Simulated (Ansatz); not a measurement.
**Polymorphs of BN told apart by optics**

Method, alike for all: Ansatz, r2SCAN, independent particles, without spin-orbit coupling, line width 0.1 eV (Gaussian).

Structure 1:

Symmetry: F-43m, No. 216, cubic system. Conventional cell: a = 3.615 Å, b = 3.615 Å, c = 3.615 Å, α = 90.00°, β = 90.00°, γ = 90.00°. N on site c has 4 B at 1.57 Å as nearest neighbours. B on site a is surrounded by 4 N at 1.57 Å.

Structure 2:

The structure is hexagonal, space group P6_3mc (No. 186). The conventional cell has a = 2.536 Å, b = 2.536 Å, c = 4.199 Å, α = 90.00°, β = 90.00°, γ = 120.00°. N on site b has 4 B at 1.56 to 1.57 Å as nearest neighbours. B on site b is surrounded by 4 N at 1.56 to 1.57 Å.

Spectrum A:

```tsv
E (eV)	Im ε
0.00	0.00
0.25	0.00
0.50	0.00
0.75	0.00
1.00	0.00
1.25	0.00
1.50	0.00
1.75	0.00
2.00	0.00
2.25	0.00
2.50	0.00
2.75	0.00
3.00	0.00
3.25	0.00
3.50	0.00
3.75	0.00
4.00	0.00
4.25	0.00
4.50	0.00
4.75	0.00
5.00	0.00
5.25	0.00
5.50	0.00
5.75	0.00
6.00	0.00
6.25	0.00
6.50	0.00
6.75	0.00
7.00	0.00
7.25	0.00
7.50	0.00
7.75	0.00
8.00	0.00
8.25	0.00
8.50	0.00
8.75	0.00
9.00	0.00
9.25	0.10
9.50	0.41
9.75	0.63
10.00	0.99
10.25	1.74
10.50	2.35
10.75	3.88
11.00	7.59
11.25	8.70
11.50	17.19
11.75	15.68
12.00	12.49
```

Spectrum B:

| E (eV) | Im ε |
| --- | --- |
| 0.00 | 0.00 |
| 0.25 | 0.00 |
| 0.50 | 0.00 |
| 0.75 | 0.00 |
| 1.00 | 0.00 |
| 1.25 | 0.00 |
| 1.50 | 0.00 |
| 1.75 | 0.00 |
| 2.00 | 0.00 |
| 2.25 | 0.00 |
| 2.50 | 0.00 |
| 2.75 | 0.00 |
| 3.00 | 0.00 |
| 3.25 | 0.00 |
| 3.50 | 0.00 |
| 3.75 | 0.00 |
| 4.00 | 0.00 |
| 4.25 | 0.00 |
| 4.50 | 0.00 |
| 4.75 | 0.00 |
| 5.00 | 0.00 |
| 5.25 | 0.00 |
| 5.50 | 0.00 |
| 5.75 | 0.00 |
| 6.00 | 0.00 |
| 6.25 | 0.00 |
| 6.50 | 0.00 |
| 6.75 | 0.00 |
| 7.00 | 0.00 |
| 7.25 | 0.00 |
| 7.50 | 0.00 |
| 7.75 | 0.00 |
| 8.00 | 0.00 |
| 8.25 | 0.00 |
| 8.50 | 0.00 |
| 8.75 | 0.00 |
| 9.00 | 0.00 |
| 9.25 | 0.00 |
| 9.50 | 0.18 |
| 9.75 | 1.70 |
| 10.00 | 2.52 |
| 10.25 | 4.37 |
| 10.50 | 6.68 |
| 10.75 | 7.56 |
| 11.00 | 7.63 |
| 11.25 | 8.06 |
| 11.50 | 8.67 |
| 11.75 | 9.55 |
| 12.00 | 10.78 |

Question: Match each spectrum to its structure.

Answer: B is structure 1 (F-43m, 5.9 Å³ an atom): least direct gap 9.56 eV, ε∞ = 4.42 along the first axis, strongest peak along the first axis at 12.81 eV. A is structure 2 (P6_3mc, 5.8 Å³ an atom): least direct gap 9.07 eV, ε∞ = 4.37 along the first axis, strongest peak along the first axis at 11.53 eV.

[Logs are printed without paths, hosts, clocks, repeated set-up lines and the standing remarks that a program may print on its own settings, such as how far it seeks lower states.]
